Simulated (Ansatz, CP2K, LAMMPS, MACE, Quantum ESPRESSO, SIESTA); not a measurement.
# Amorphous 75SiO2-25P2O5 (mol %) (112 atoms): relaxed, then solved by several programs

Aim: relax amorphous 75SiO2-25P2O5 (mol %) (112 atoms), then compare forces, pressure and levels from several programs at that geometry.

These are calculated values.

## (1) Set-up

The cell holds 112 atoms (21 Si, 14 P and 77 O), with edges of 11.79, 11.79 and 11.79 Å. Recipe: 112 atoms (21 Si, 14 P, 77 O) placed at random at 2.28 g/cm³, melted at 5000 K for 10 ps at fixed volume with the Morse and Coulomb pair potential with partial charges (Pedone, Malavasi, Menziani, Cormack and Segre, J. Phys. Chem. B 110, 11780 (2006)). Quenched from 5000 K to 300 K at 50 K/ps and fixed volume, held 5 ps, then minimised at fixed cell. Then the atoms were relaxed with MACE MPA-0 medium in the fixed cell. Then the atoms were relaxed with CP2K double zeta, PBE.

## (2) The relaxation

CP2K double zeta (DZVP-MOLOPT-SR, GTH, 480 Ry; k-points Γ) took 22 geometry steps and reached its thresholds. It started from the geometry that MACE MPA-0 medium had relaxed.

It took 11 min on 4 MPI ranks of Intel Xeon Platinum 8559C (Emerald Rapids), shared host; peak memory 2.9 GiB; 46 min of CPU time.

```tsv
	before	after
energy (meV/atom)	0	-4.0
Si-O bonds under 1.98 Å	84 at 1.643 Å	84 at 1.647 Å
O-P bonds under 2.11 Å	57 at 1.564 Å	57 at 1.573 Å
```

Atoms moved by 0.03 Å r.m.s. and 0.07 Å at most, with the common shift taken off.

## (3) Structure of the relaxed cell

Density 2.28 g/cm³, 14.64 Å³ an atom.

Pair distribution functions g(r), in bins of 0.2 Å:

```tsv
r (Å)	total	O-O	O-Si	O-P	Si-Si	Si-P	P-P
1.40	0.62	0.00	0.00	3.62	0.00	0.00	0.00
1.60	4.64	0.00	11.44	9.85	0.00	0.00	0.00
1.80	0.38	0.00	1.06	0.59	0.00	0.00	0.00
2.00	0.02	0.00	0.09	0.00	0.00	0.00	0.00
2.20	0.04	0.04	0.08	0.00	0.00	0.00	0.00
2.40	0.44	0.92	0.00	0.00	0.00	0.00	0.00
2.60	2.18	4.62	0.00	0.00	0.00	0.00	0.00
2.80	0.83	1.70	0.05	0.00	0.36	0.00	0.00
3.00	0.67	0.55	0.31	0.07	3.21	3.67	2.13
3.20	0.72	0.49	0.31	0.35	4.12	3.72	1.98
3.40	0.76	0.65	0.97	1.06	0.00	0.40	0.00
3.60	0.66	0.53	0.83	1.08	0.00	0.17	0.00
3.80	1.06	0.67	1.76	1.62	0.00	0.00	0.89
4.00	1.30	0.58	2.27	2.44	0.57	0.14	0.00
4.20	1.27	0.84	1.88	1.66	0.66	1.12	1.50
4.40	0.85	1.00	0.71	0.60	1.05	0.81	1.37
4.60	0.92	1.21	0.42	0.63	1.40	1.06	1.89
4.80	1.15	1.49	0.81	0.76	0.38	1.43	1.13
5.00	1.09	1.49	0.53	0.70	1.42	1.33	1.07
5.20	1.02	1.19	0.73	0.78	1.52	1.31	1.23
5.40	1.03	0.97	0.93	1.08	1.52	1.85	0.46
5.60	0.99	0.88	1.15	0.88	0.66	1.78	1.28
5.80	0.91	0.77	1.14	1.04	0.61	0.73	1.19
```

Bonds by pair of elements; cutoffs follow the first minimum of g(r), held within bounds set by covalent radii, and pairs that aren't listed don't count as bonded:

```tsv
pair A-B	cutoff (Å)	bonds	mean length (Å)	spread (Å)	shortest (Å)	B about A	A about B
O-Si	1.98	84	1.65	0.042	1.54	1.09	4
O-P	2.11	57	1.57	0.073	1.46	0.74	4.07
```

How many atoms have how many bonded neighbours:

```tsv
element	mean	1	2	4	5
O	1.83	13	64	0	0
P	4.07	0	0	13	1
Si	4	0	0	21	0
```

Bond angles, per cent of each kind in bins of 5°:

```tsv
angle (°)	O-Si-O	O-P-O	P-O-Si	Si-O-Si
85–90	0.0	3.4	0.0	0.0
90–95	0.8	3.4	0.0	0.0
95–100	4.8	8.0	0.0	0.0
100–105	15.1	14.8	0.0	0.0
105–110	35.7	28.4	0.0	0.0
110–115	30.2	21.6	0.0	0.0
115–120	10.3	12.5	0.0	0.0
120–125	1.6	4.5	3.0	8.0
125–130	1.6	1.1	3.0	0.0
130–135	0.0	1.1	9.1	12.0
135–140	0.0	0.0	18.2	8.0
140–145	0.0	0.0	15.2	24.0
145–150	0.0	0.0	3.0	8.0
150–155	0.0	0.0	3.0	12.0
155–160	0.0	0.0	18.2	20.0
160–165	0.0	0.0	15.2	4.0
165–170	0.0	0.0	3.0	0.0
170–175	0.0	1.1	6.1	0.0
175–180	0.0	0.0	3.0	4.0
```

Bond angles (no mean is given where the spread exceeds 20°):

```tsv
angle	count	mean (°)	spread (°)
O-Si-O	126	109	5.8
O-P-O	88	109	10.7
P-O-Si	33	149	14.1
Si-O-Si	25	146	12.3
P-O-P	6	149	15
```

Oxygen atoms by the number of network formers (Si, P, Ge, B, Al, As, Ga) bound to them:

```tsv
network formers bound to O	O atoms	per cent
0	0	0
1	13	16.9
2	64	83.1
```

Network units: each former by its oxygen neighbours and how many of them bridge to another former:

```tsv
former	O neighbours	bridging O	atoms
Si	4	3	1
Si	4	4	20
P	4	2	3
P	4	3	6
P	4	4	4
P	5	5	1
```

Bond length by coordination (bonds to H left out):

```tsv
element	coordination	atoms	mean bond length (Å)
O	1	13	1.48
O	2	64	1.63
P	4	13	1.56
P	5	1	1.65
```

Rings of the network by King's shortest-path rule, up to 12 atoms, one path for each pair of neighbours; H, halogens, alkali and alkaline-earth atoms are left out:

```tsv
ring size (atoms)	rings	per network atom
6	1	0.009
8	3	0.027
10	10	0.089
12	14	0.125
```

Among the first-shell peaks of g(r) are those at about 2.6 Å (O-O), 1.6 Å (O-Si), 1.6 Å (O-P), 3.1 Å (Si-Si), 3.1 Å (Si-P) and 3.1 Å (P-P). With the cutoffs above, 83 % of O atoms have 2, 93 % of P atoms have 4 and all Si atoms have 4 bonded neighbours. The O-Si-O angle averages 109° with a spread of 6°. 83 % of the oxygens bridge two formers and 17 % are non-bridging. The commonest Si unit has 4 oxygens, 4 of them shared with other formers (20 of 21 atoms). Rings of 12 atoms are the most common (50 % of those counted); sizes run from 6 to 12, where the search stops.

## (4) The plane-wave reference

Quantum ESPRESSO 7.5: Kohn-Sham DFT, PBE, SSSP efficiency 1.3.0 pseudopotentials, plane waves. Its input for the relaxed cell:

```
&control
  calculation = 'scf'
  pseudo_dir = './pseudo'
  outdir = './tmp'
  disk_io = 'none'
  tprnfor = .true.
  tstress = .true.
/
&system
  ibrav = 0
  nat = 112
  ntyp = 3
  ecutwfc = 60
  ecutrho = 480
  nosym = .true.
  occupations = 'smearing'
  smearing = 'fd'
  degauss = 0.003675
/
&electrons
  conv_thr = 5.6e-07
  electron_maxstep = 100
  mixing_beta = 0.4
  mixing_mode = 'plain'
  diagonalization = 'david'
/
ATOMIC_SPECIES
Si 28.085 Si.upf
P 30.974 P.upf
O 15.999 O.upf
CELL_PARAMETERS angstrom
11.79240 0.00000 0.00000
0.00000 11.79240 0.00000
0.00000 0.00000 11.79240
ATOMIC_POSITIONS crystal
Si 0.92388 0.42628 0.31130
Si 0.46528 0.42316 0.58394
Si 0.97390 0.18034 0.92151
[... 107 atom lines left out ...]
O 0.98762 0.26890 0.61262
O 0.31314 0.52918 0.35674
K_POINTS gamma
```

Run time: 4.4 min. Hardware: 4 MPI ranks of Intel Xeon Platinum 8559C (Emerald Rapids), shared host; peak memory 5.9 GiB.

## (5) Side by side

CPU times are from a shared host and are rough.

```
                level                    basis or training data  k-points  own r.m.s. force (meV/Å)  difference from the reference (meV/Å)  pressure (GPa)  Kohn-Sham gap (eV)  CPU time  memory (GiB)
              QE, PBE   plane waves, SSSP efficiency, 60/480 Ry         Γ                       185                                      -           -2.50                2.96    18 min           5.9
CP2K triple zeta, PBE                    TZV2P-UZH, GTH, 600 Ry         Γ                       193                                    121           -3.98                2.90    17 min           7.4
      SIESTA DZP, PBE  DZP orbitals, shift 0.01 Ry, mesh 400 Ry         Γ                       230                                    250           -0.26                2.67   4.8 min           2.2
    MACE MPA-0 medium        trained on PBE(+U) plane-wave data         -                       209                                    133           -2.68                   -     8.5 s           1.2
```

The gap is the spacing of the highest filled and lowest empty Kohn-Sham level on the mesh; a dash marks partly filled levels, a spacing under 0.15 eV or a method without such levels.

## (6) Findings

Relaxation in the fixed cell lowers the energy by 4 meV/atom at its own level and moves atoms by up to 0.07 Å. The reference finds an r.m.s. force of 185 meV/Å there and a pressure of -2.50 GPa, at a geometry that CP2K double zeta made. Forces differ from the reference's by 121 meV/Å (CP2K triple zeta, PBE), 133 meV/Å (MACE MPA-0 medium) and 250 meV/Å (SIESTA DZP, PBE).

CP2K double zeta is at its own minimum here, so the reference's force is itself a measure of how the two differ. Pressures lie -0.2 GPa (MACE MPA-0 medium), -1.5 GPa (CP2K triple zeta, PBE) and +2.2 GPa (SIESTA DZP, PBE) from the reference's. The highest filled and lowest empty levels lie 2.96 eV apart in the reference, against 2.90 eV in CP2K triple zeta, PBE and 2.67 eV in SIESTA DZP, PBE. With the cutoffs above, 83 % of O atoms have 2, 93 % of P atoms have 4 and all Si atoms have 4 bonded neighbours. 83 % of the oxygens bridge two formers and 17 % are non-bridging.

Caveats: The density was set by the recipe and held. One sample of a disordered cell; defect or tail levels can set the gap. Gaps are read on the mesh, which holds the band edges only if they fold onto it, and semilocal functionals tend to put them under measured ones. The quench rate of 50 K/ps is many orders above laboratory rates, so the cell is likely richer in defects and strain than a real sample. The reference samples only Γ, in a cell whose shortest periodic width is 12 Å. The plane-wave runs aren't exact: their cutoffs and mesh weren't converged further here. SIESTA's automatically made basis is far from complete, and its potentials were converted by us (checked for H, C, O, Si, Ge and Ca alone). Where levels are smeared, the DFT runs use Fermi–Dirac occupations at 580 K (0.05 eV), and energies are free energies.

[Long decimals in the printed logs are rounded to 6 places.]

[Logs are printed without paths, hosts, clocks, repeated set-up lines and the standing remarks that a program may print on its own settings, such as how far it seeks lower states.]

[Hosts, paths, dates, database ids (printed as entryN), source tags and the programs' standing remarks are cut or masked in the printed files.]
